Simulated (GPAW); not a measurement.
# Work function of N/Ta(110) at several levels

How far do functional and basis move the work function of N/Ta(110)?

Main program and level: GPAW 26.7.0; GPAW, PAW setups; slab in vacuum, relaxation, in the first sound run; inputs show where later runs differ.

## (1) Set-up

The cell holds 5 atoms: 4 Ta and 1 N. Cell: a = 2.867 Å, b = 2.867 Å, c = 26.831 Å, α = 90.0°, β = 90.0°, γ = 70.5°. Vacuum lies along c.

Structure file:

```
Ta N
1.0
     2.34052   -1.65500    0.00000
     2.34052    1.65500    0.00000
     0.00000    0.00000   26.83128
Ta N
4 1
Direct
  0.00000 0.00000 0.33543
  0.50000 0.50000 0.42266
  0.00000 0.00000 0.50989
  0.50000 0.50000 0.59712
  0.84000 0.84000 0.66457
```

## (2) Relaxing the atoms

Forces are removed first; all later runs use this geometry. The lowest 2 atoms are held at bulk positions and keep their forces.

Input file run.py:

```python
import json
import numpy as np
from ase import Atoms
from ase.constraints import FixAtoms
from ase.optimize import BFGS
from gpaw import GPAW, PW

slab = Atoms(
    ['Ta', 'Ta', 'Ta', 'Ta', 'N'],
    positions=[
        [0.00000, 0.00000, 9.00000],
        [2.34052, 0.00000, 11.34052],
        [0.00000, 0.00000, 13.68105],
        [2.34052, 0.00000, 16.02157],
        [3.93208, 0.00000, 17.83128]],
    cell=[[2.34052, -1.655, 0.0], [2.34052, 1.655, 0.0], [0.0, 0.0, 26.83128]],
    pbc=[True, True, False])

slab.calc = GPAW(mode=PW(500), xc='PBE', kpts={'size': (12, 12, 1), 'gamma': True},
                 occupations={'name': 'fermi-dirac', 'width': 0.1}, nbands='160%',
                 convergence={'density': 1e-05}, maxiter=200,
                 poissonsolver={'dipolelayer': 'xy'},
                 symmetry={'tolerance': 1e-3, 'extra_ids': [1, 1, 0, 0, 0]}, txt='slab.txt')
result = {}
slab.set_constraint(FixAtoms([0, 1]))
path = []
opt = BFGS(slab, maxstep=0.2)
opt.attach(lambda: path.append((slab.get_potential_energy(), slab.positions.tolist(), slab.get_forces().tolist())))
result['relaxed'] = bool(opt.run(fmax=0.03, steps=40))
result['path'] = path
energy = slab.get_potential_energy()
fermi = slab.calc.get_fermi_level()
v = slab.calc.get_electrostatic_potential().mean((0, 1)) - fermi
n = slab.calc.get_pseudo_density().mean((0, 1))
L = slab.cell[2, 2]
z = np.arange(len(v)) * L / len(v)
low, high = slab.positions[:, 2].min(), slab.positions[:, 2].max()
below, above = np.interp([low - 6.8, high + 6.8], z, v)
slopes = [np.interp(x, z, np.gradient(v, z)) for x in (low - 6.8, high + 6.8)]
eps = np.array([[slab.calc.get_eigenvalues(k, s) for k in range(len(slab.calc.get_ibz_k_points()))]
                for s in range(slab.calc.get_number_of_spins())]) - fermi
top, bottom = eps[eps < 0].max(), eps[eps > 0].min()
dipole = slab.get_dipole_moment()[2]
print(f'energy {energy:.4f} eV, Fermi level {fermi:.4f} eV, dipole {dipole:.5f} e A')
print(f'potential 6.8 A off the faces, from the Fermi level: lower {below:.4f} eV, upper {above:.4f} eV')
print(f'slope of the potential there: lower {slopes[0]:.5f}, upper {slopes[1]:.5f} eV/A')
print(f'nearest levels on the mesh: {top:.4f} and {bottom:.4f} eV')
print('magnetic moment', round(slab.get_magnetic_moment(), 3))
result.update(energy=energy, fermi=fermi, dipole=dipole, below=below, above=above, slopes=slopes, edges=[top, bottom],
              z=z.tolist(), v=v.tolist(), n=n.tolist(), positions=slab.positions.tolist(),
              forces=slab.get_forces(apply_constraint=False).tolist(), moments=slab.get_magnetic_moments().tolist())
json.dump(result, open('result.json', 'w'))
```

Run with:

```console
OMP_NUM_THREADS=1 OPENBLAS_NUM_THREADS=1 python run.py
```

The log of the run:

```text
Step          Energy          fmax
BFGS:    0      -43.335812        3.928903
BFGS:    1      -43.773462        4.062020
BFGS:    2      -45.603701        4.524802
BFGS:    3      -45.944053        6.627935
BFGS:    4      -46.424683        2.036602
BFGS:    5      -46.585802        1.062644
BFGS:    6      -46.638618        0.849089
BFGS:    7      -46.653508        0.606773
BFGS:    8      -46.683942        0.642090
BFGS:    9      -46.689901        0.517043
BFGS:   10      -46.702910        0.401247
BFGS:   11      -46.707077        0.381352
BFGS:   12      -46.752364        0.292929
BFGS:   13      -46.758853        0.107142
BFGS:   14      -46.761497        0.046122
BFGS:   15      -46.761597        0.044690
BFGS:   16      -46.761641        0.042795
BFGS:   17      -46.761729        0.036040
BFGS:   18      -46.761845        0.033924
BFGS:   19      -46.761986        0.030843
BFGS:   20      -46.762013        0.014020
energy -46.6838 eV, Fermi level 1.2648 eV, dipole -0.03359 e A
potential 6.8 A off the faces, from the Fermi level: lower 4.8097 eV, upper 5.5869 eV
slope of the potential there: lower -0.00070, upper 0.00031 eV/A
nearest levels on the mesh: -0.0014 and 0.0060 eV
magnetic moment 0.0
```

Elapsed: 1.5 h, on 1 thread of Arm Neoverse V1, shared host; peak memory 0.41 GiB.

Step by step:

```csv
step,energy less that of the first step (eV),largest force (eV/Å)
1,0.0000,3.9289
2,-0.4336,4.0620
3,-2.2788,4.5248
4,-2.6204,6.6279
5,-3.1060,2.0366
6,-3.2668,1.0626
7,-3.3180,0.8491
8,-3.3328,0.6068
9,-3.3629,0.6421
10,-3.3689,0.5170
11,-3.3823,0.4012
12,-3.3866,0.3814
13,-3.4340,0.2929
14,-3.4419,0.1071
15,-3.4439,0.0461
16,-3.4440,0.0447
17,-3.4441,0.0428
18,-3.4442,0.0360
19,-3.4444,0.0339
20,-3.4445,0.0308
21,-3.4446,0.0140
```

The atoms that moved most (Å):

```csv
atom,dx,dy,dz,length
N5,0.066,0.000,-0.774,0.777
Ta4,-0.096,0.000,0.126,0.158
Ta3,-0.005,0.000,-0.026,0.026
```

The relaxed structure:

```cif
data_structure
_symmetry_space_group_name_H-M 'P 1'
_symmetry_Int_Tables_number 1
_cell_length_a 2.8665
_cell_length_b 2.8665
_cell_length_c 26.8313
_cell_angle_alpha 90.000
_cell_angle_beta 90.000
_cell_angle_gamma 70.529
_cell_volume 207.87
loop_
_atom_site_label
_atom_site_type_symbol
_atom_site_fract_x
_atom_site_fract_y
_atom_site_fract_z
_atom_site_occupancy
Ta1 Ta 0.00000 0.00000 0.33543 1
Ta2 Ta 0.50000 0.50000 0.42266 1
Ta3 Ta 0.99887 0.99887 0.50892 1
Ta4 Ta 0.47957 0.47957 0.60182 1
N5 N 0.85401 0.85401 0.63572 1
```

This step gave:

```
dipole along the normal                    : -0.03359 e·Å
levels nearest the Fermi level on the mesh : -0.001404, 0.006002 eV from the Fermi level
upper work function                        : 5.587 eV
lower work function                        : 4.810 eV
```

Table of electrostatic potential energy of an electron (without an applied field's), less the Fermi level, planar mean by z:

z (Å), electrostatic potential energy of an electron (without an applied field's), less the Fermi level, planar mean (eV) and a bar from the least value:
```
      0.0        5.2 ##############################
      0.5        4.8 #############################
      1.0        4.8 #############################
      1.5        4.8 #############################
      2.0        4.8 #############################
      2.5        4.8 #############################
      3.0        4.8 #############################
      3.5        4.8 #############################
      4.0        4.8 #############################
      4.5        4.8 #############################
      5.0        4.8 #############################
      5.5        4.8 #############################
      6.0        4.7 #############################
      6.5        4.6 #############################
      7.0        4.1 #############################
      7.5        2.6 ###########################
      8.0       -1.7 #######################
      8.5      -13.5 ############
      9.0      -25.3 
      9.5      -13.1 ############
     10.0       -2.1 #######################
     10.5       -4.1 #####################
     11.0      -18.5 #######
     11.5      -23.6 ##
     12.0       -8.1 #################
     12.5       -1.5 #######################
     13.0       -8.2 #################
     13.5      -23.5 ##
     14.0      -18.3 #######
     14.5       -3.8 #####################
     15.0       -0.8 ########################
     15.5       -9.3 ################
     16.0      -25.0 
     16.5      -21.1 ####
     17.0      -16.9 ########
     17.5       -1.6 #######################
     18.0        4.3 #############################
     18.5        5.4 ##############################
     19.0        5.5 ##############################
     19.5        5.6 ##############################
     20.0        5.6 ##############################
     20.5        5.6 ##############################
     21.0        5.6 ##############################
     21.5        5.6 ##############################
     22.0        5.6 ##############################
     22.5        5.6 ##############################
     23.0        5.6 ##############################
     23.5        5.6 ##############################
     24.0        5.6 ##############################
     24.5        5.6 ##############################
     25.0        5.6 ##############################
     25.5        5.6 ##############################
     26.0        5.6 ##############################
     26.5        5.5 ##############################
```

The pseudo valence density, planar mean oscillates, so the rows of the table below give means over windows of 2.3 Å about each position, cut where the curve ends. Its maxima inside the range that stand out by 2 % of the span (Å: e/Å³): 9.0: 1.51, 11.3: 1.50, 13.6: 1.50, 16.1: 1.53. Its minima: 10.2: 0.277, 12.5: 0.285, 14.9: 0.240.

The pseudo valence density, planar mean by z; means over each step:

z (Å), pseudo valence density, planar mean (e/Å³) and a bar:
```
     3.45       0.00 
     5.75       0.00 
     8.05       0.48 ####################
    10.35       0.71 #############################
    12.65       0.72 ##############################
    14.95       0.61 #########################
    17.25       0.67 ############################
    19.55       0.00 
    21.85       0.00
```

The relaxation lowered the energy of the cell by 3.44 eV (energies extrapolated to zero smearing; the optimiser's log prints free energies). The largest force left on a free atom is 0.014 eV/Å.

## (3) Plane waves, PBE

The work function is the vacuum plateau of the electrostatic potential less the Fermi level; a dipole layer lets the two faces have plateaus of their own.

This step: GPAW, PAW setups; slab in vacuum (GPAW 26.7.0).

run.py: that of step 2 with these lines changed.

```diff
@@ -3,4 +3,2 @@
 from ase import Atoms
-from ase.constraints import FixAtoms
-from ase.optimize import BFGS
 from gpaw import GPAW, PW
@@ -11,6 +9,6 @@
         [0.00000, 0.00000, 9.00000],
-        [2.34052, 0.00000, 11.34052],
-        [0.00000, 0.00000, 13.68105],
-        [2.34052, 0.00000, 16.02157],
-        [3.93208, 0.00000, 17.83128]],
+        [2.34052, -0.00000, 11.34052],
+        [-0.00529, 0.00000, 13.65510],
+        [2.24488, 0.00000, 16.14758],
+        [3.99767, 0.00000, 17.05719]],
     cell=[[2.34052, -1.655, 0.0], [2.34052, 1.655, 0.0], [0.0, 0.0, 26.83128]],
@@ -22,10 +20,4 @@
                  poissonsolver={'dipolelayer': 'xy'},
-                 symmetry={'tolerance': 1e-3, 'extra_ids': [1, 1, 0, 0, 0]}, txt='slab.txt')
+                 symmetry={'tolerance': 1e-3}, txt='slab.txt')
 result = {}
-slab.set_constraint(FixAtoms([0, 1]))
-path = []
-opt = BFGS(slab, maxstep=0.2)
-opt.attach(lambda: path.append((slab.get_potential_energy(), slab.positions.tolist(), slab.get_forces().tolist())))
-result['relaxed'] = bool(opt.run(fmax=0.03, steps=40))
-result['path'] = path
 energy = slab.get_potential_energy()
```

The log of the run:

```text
energy -46.6838 eV, Fermi level 1.2648 eV, dipole -0.03370 e A
potential 6.8 A off the faces, from the Fermi level: lower 4.8095 eV, upper 5.5868 eV
slope of the potential there: lower -0.00070, upper 0.00030 eV/A
nearest levels on the mesh: -0.0014 and 0.0060 eV
magnetic moment 0.0
```

Run time: 5.2 min. Hardware: 1 thread; peak memory 0.4 GiB.

This step gave:

| Property | Result |
| --- | --- |
| dipole along the normal | -0.03370 e·Å |
| levels nearest the Fermi level on the mesh | -0.001412, 0.006008 eV from the Fermi level |

The electrostatic potential energy of an electron (without an applied field's), less the Fermi level, planar mean oscillates, so the rows of the table below give means over windows of 1 Å about each position, cut where the curve ends. Its maxima inside the range that stand out by 2 % of the span (Å: eV): 10.2: -1.30, 12.5: -1.50, 14.9: -0.498. Its minima: 9.0: -25.4, 11.3: -25.2, 13.7: -25.0, 16.2: -26.6.

Table of electrostatic potential energy of an electron (without an applied field's), less the Fermi level, planar mean by z; means over each step:

```csv
z (Å),"electrostatic potential energy of an electron (without an applied field's), less the Fermi level, planar mean (eV)"
0,4.96
1,4.81
2,4.81
3,4.81
4,4.81
5,4.80
6,4.72
7,3.94
8,-2.97
9,-20.7
10,-4.30
11,-16.9
12,-9.84
13,-9.91
14,-16.8
15,-2.74
16,-21.2
17,-13.8
18,3.55
19,5.52
20,5.58
21,5.59
22,5.59
23,5.59
24,5.59
25,5.59
26,5.58
```

The pseudo valence density, planar mean by z:

```csv
z (Å),"pseudo valence density, planar mean (e/Å³)"
4.5,6.1e-5
5.0,2.0e-4
5.5,6.6e-4
6.0,0.00212
6.5,0.00663
7.0,0.0205
7.5,0.0574
8.0,0.178
8.5,0.674
9.0,1.51
9.5,0.694
10.0,0.299
10.5,0.353
11.0,0.990
11.5,1.36
12.0,0.493
12.5,0.288
13.0,0.487
13.5,1.34
14.0,0.976
14.5,0.334
15.0,0.247
15.5,0.467
16.0,1.36
16.5,1.21
17.0,0.866
17.5,0.429
18.0,0.0858
18.5,0.0155
19.0,0.00270
19.5,5.1e-4
20.0,9.4e-5
```

Force by atom:

```csv
atom,x (eV/Å),y (eV/Å),z (eV/Å),size
Ta1,0.010,0.000,0.365,0.365
Ta2,0.010,0.000,-0.372,0.372
Ta3,0.000,0.000,0.002,0.002
Ta4,0.001,0.000,0.008,0.008
N5,-0.014,0.000,-0.007,0.015
```

The potential is flat to 7.0e-4 eV/Å where it is read, so the vacuum is wide enough.

## (4) Self-consistent run: xc = "RPBE"

The same geometry under RPBE, to see how far the functional moves the levels against the vacuum.

run.py: that of step 3 with these lines changed.

```diff
@@ -16,3 +16,3 @@
 
-slab.calc = GPAW(mode=PW(500), xc='PBE', kpts={'size': (12, 12, 1), 'gamma': True},
+slab.calc = GPAW(mode=PW(500), xc='RPBE', kpts={'size': (12, 12, 1), 'gamma': True},
                  occupations={'name': 'fermi-dirac', 'width': 0.1}, nbands='160%',
```

The log of the run:

```text
energy -44.3810 eV, Fermi level 1.3826 eV, dipole -0.03234 e A
potential 6.8 A off the faces, from the Fermi level: lower 4.6955 eV, upper 5.4412 eV
slope of the potential there: lower -0.00067, upper 0.00028 eV/A
nearest levels on the mesh: -0.0018 and 0.0148 eV
magnetic moment 0.0
```

Elapsed: 5.6 min, on 1 thread; peak memory 0.4 GiB.

Numbers from this step:

* dipole along the normal: -0.03234 e·Å
* levels nearest the Fermi level on the mesh: -0.001781, 0.01477 eV from the Fermi level
* upper work function: 5.441 eV
* lower work function: 4.696 eV

Table of electrostatic potential energy of an electron (without an applied field's), less the Fermi level, planar mean by z:

```csv
z (Å),"electrostatic potential energy of an electron (without an applied field's), less the Fermi level, planar mean (eV)"
0.0,5.07
0.5,4.70
1.0,4.70
1.5,4.70
2.0,4.70
2.5,4.70
3.0,4.70
3.5,4.69
4.0,4.69
4.5,4.69
5.0,4.69
5.5,4.67
6.0,4.62
6.5,4.47
7.0,3.99
7.5,2.52
8.0,-1.80
8.5,-13.6
9.0,-25.4
9.5,-13.2
10.0,-2.18
10.5,-4.22
11.0,-18.5
11.5,-23.6
12.0,-8.20
12.5,-1.60
13.0,-8.31
13.5,-23.6
14.0,-18.4
14.5,-3.94
15.0,-0.918
15.5,-9.36
16.0,-25.1
16.5,-21.2
17.0,-17.0
17.5,-1.68
18.0,4.17
18.5,5.21
19.0,5.40
19.5,5.43
20.0,5.44
20.5,5.44
21.0,5.44
21.5,5.44
22.0,5.44
22.5,5.44
23.0,5.44
23.5,5.44
24.0,5.44
24.5,5.44
25.0,5.44
25.5,5.44
26.0,5.44
26.5,5.38
```

The pseudo valence density, planar mean oscillates, so the rows of the table below give means over windows of 2.3 Å about each position, cut where the curve ends. Its maxima inside the range that stand out by 2 % of the span (Å: e/Å³): 9.0: 1.51, 11.3: 1.50, 13.6: 1.50, 16.1: 1.53. Its minima: 10.2: 0.278, 12.5: 0.285, 14.9: 0.241.

Table of pseudo valence density, planar mean by z; means over each step:

```csv
z (Å),"pseudo valence density, planar mean (e/Å³)"
3.45,1.6e-5
5.75,0.00310
8.05,0.483
10.35,0.707
12.65,0.722
14.95,0.612
17.25,0.670
19.55,0.00270
21.85,2.0e-6
```

Force by atom:

```csv
atom,x (eV/Å),y (eV/Å),z (eV/Å),size
Ta1,0.009,0.000,0.184,0.184
Ta2,0.010,0.000,-0.383,0.383
Ta3,0.002,0.000,0.048,0.048
Ta4,-0.048,0.000,-0.215,0.220
N5,0.036,0.000,0.362,0.363
```

The upper face's work function is 5.441 eV, against 5.587 eV in the first plane-wave PBE run at this geometry.

## (5) Self-consistent run: xc = "LDA"

The same geometry under LDA, to see how far the functional moves the levels against the vacuum.

run.py: that of step 4 with these lines changed.

```diff
@@ -16,3 +16,3 @@
 
-slab.calc = GPAW(mode=PW(500), xc='RPBE', kpts={'size': (12, 12, 1), 'gamma': True},
+slab.calc = GPAW(mode=PW(500), xc='LDA', kpts={'size': (12, 12, 1), 'gamma': True},
                  occupations={'name': 'fermi-dirac', 'width': 0.1}, nbands='160%',
```

The log of the run:

```text
energy -51.6229 eV, Fermi level 0.9478 eV, dipole -0.04014 e A
potential 6.8 A off the faces, from the Fermi level: lower 5.0272 eV, upper 5.9549 eV
slope of the potential there: lower -0.00069, upper 0.00030 eV/A
nearest levels on the mesh: -0.0010 and 0.0125 eV
magnetic moment 0.0
```

It took 5.2 min on 1 thread; peak memory 0.4 GiB.

Numbers from this step:

- dipole along the normal: -0.04014 e·Å
- levels nearest the Fermi level on the mesh: -0.001000, 0.01246 eV from the Fermi level
- upper work function: 5.955 eV
- lower work function: 5.027 eV

The electrostatic potential energy of an electron (without an applied field's), less the Fermi level, planar mean oscillates, so the rows of the table below give means over windows of 1 Å about each position, cut where the curve ends. Its maxima inside the range that stand out by 2 % of the span (Å: eV): 10.2: -0.990, 12.5: -1.18, 14.9: -0.190. Its minima: 9.0: -25.0, 11.3: -24.8, 13.7: -24.7, 16.2: -26.2.

Electrostatic potential energy of an electron (without an applied field's), less the Fermi level, planar mean against z; means over each step:

z (Å), electrostatic potential energy of an electron (without an applied field's), less the Fermi level, planar mean (eV) and a bar from the least value:
```
        0        5.2 #############################
        1        5.0 #############################
        2        5.0 #############################
        3        5.0 #############################
        4        5.0 #############################
        5        5.0 #############################
        6        4.9 #############################
        7        4.2 ############################
        8       -2.7 ####################
        9      -20.3 #
       10       -4.0 ###################
       11      -16.6 #####
       12       -9.5 #############
       13       -9.6 #############
       14      -16.4 #####
       15       -2.4 #####################
       16      -20.8 
       17      -13.4 ########
       18        3.9 ############################
       19        5.9 ##############################
       20        6.0 ##############################
       21        6.0 ##############################
       22        6.0 ##############################
       23        6.0 ##############################
       24        6.0 ##############################
       25        6.0 ##############################
       26        5.9 ##############################
```

The upper face's work function is 5.955 eV, against 5.587 eV in the first plane-wave PBE run at this geometry.

## (6) Self-consistent run: xc = "revPBE"

The same geometry under revPBE, to see how far the functional moves the levels against the vacuum.

run.py: that of step 5 with these lines changed.

```diff
@@ -16,3 +16,3 @@
 
-slab.calc = GPAW(mode=PW(500), xc='LDA', kpts={'size': (12, 12, 1), 'gamma': True},
+slab.calc = GPAW(mode=PW(500), xc='revPBE', kpts={'size': (12, 12, 1), 'gamma': True},
                  occupations={'name': 'fermi-dirac', 'width': 0.1}, nbands='160%',
```

The log of the run:

```text
energy -44.7946 eV, Fermi level 1.3631 eV, dipole -0.03234 e A
potential 6.8 A off the faces, from the Fermi level: lower 4.7090 eV, upper 5.4546 eV
slope of the potential there: lower -0.00068, upper 0.00028 eV/A
nearest levels on the mesh: -0.0018 and 0.0133 eV
magnetic moment 0.0
```

It took 5.5 min on 1 thread; peak memory 0.4 GiB.

Numbers from this step:

| Quantity | Value |
| --- | --- |
| dipole along the normal | -0.03234 e·Å |
| levels nearest the Fermi level on the mesh | -0.001831, 0.01330 eV from the Fermi level |
| upper work function | 5.455 eV |
| lower work function | 4.709 eV |

The upper face's work function is 5.455 eV, against 5.587 eV in the first plane-wave PBE run at this geometry.

[end of part 1 of 2]

[Logs are printed without paths, hosts, clocks, repeated set-up lines and the standing remarks that a program may print on its own settings, such as how far it seeks lower states.]

[Hosts, paths, dates, database ids (printed as entryN), source tags and the programs' standing remarks are cut or masked in the printed files.]
